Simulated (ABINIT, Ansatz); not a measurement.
Planning a run of ABINIT 10.8.3 on H6PbCNCl3 (Pm). The input:

```
acell 3*1.0 Angstrom
rprim 
  5.752832000000 0.000000000000 0.000000000000
  0.000000000000 5.764671000000 0.000000000000
  -0.002604000000 0.000000000000 5.855201000000
ntypat 5
znucl 1 82 6 7 17
natom 12
typat 1 1 1 1 1 1 2 3 4 5 5 5
xred 
  0.879476000000 0.500000000000 0.790423000000
  0.813252000000 0.344072000000 0.047387000000
  0.813252000000 0.655928000000 0.047387000000
  0.229661000000 0.354316000000 0.978538000000
  0.229661000000 0.645684000000 0.978538000000
  0.170957000000 0.500000000000 0.216412000000
  0.473988000000 0.000000000000 0.483874000000
  0.894268000000 0.500000000000 0.976848000000
  0.144932000000 0.500000000000 0.040731000000
  0.427891000000 0.000000000000 0.975558000000
  0.429192000000 0.500000000000 0.520036000000
  0.971826000000 0.000000000000 0.439660000000
pp_dirpath "pseudos"
pseudos "H.upf, Pb.upf, C.upf, N.upf, Cl.upf"
ecut 37
ngkpt 4 4 4
nshiftk 1
shiftk 0 0 0
kptopt 1
chksymbreak 0
nband 39
occopt 1
tolvrs 1e-10
nstep 60
prtwf 0
optforces 0
optstress 0
indata_prefix "in"
outdata_prefix "out"
tmpdata_prefix "tmp"
```

```sh
OMP_NUM_THREADS=1 mpirun -n 16 abinit run.abi > log
```

How long will it take on 16 MPI ranks of Intel Xeon Platinum 8259CL at 2.50GHz (Skylake/Cascade Lake), shared host, and how much memory?

It took 2.4 min; on shared hardware allow 71 s to 4.7 min. Peak host memory was 2.5 GiB.

[Paths, hosts, dates, memory and timing lines, banners, echoed tables and standing remarks are left out of the program output.]

[Logs are printed without paths, hosts, clocks, repeated set-up lines and the standing remarks that a program may print on its own settings, such as how far it seeks lower states.]

[Runs of the session that timed out or met a known fault of the program may be left out.]

[Hosts, paths, dates, database ids (printed as entryN), source tags and the programs' standing remarks are cut or masked in the printed files.]

[G0W0 gaps are taken among the corrected bands and points alone; a level outside them can change the order at an edge.]

[Where Ansatz stands beside ABINIT at settings called matched, ABINIT's density can come from a denser mesh and the files from another edition; pairs whose starting gaps differed by over 0.03 eV were left out, so agreement reads better than it is.]
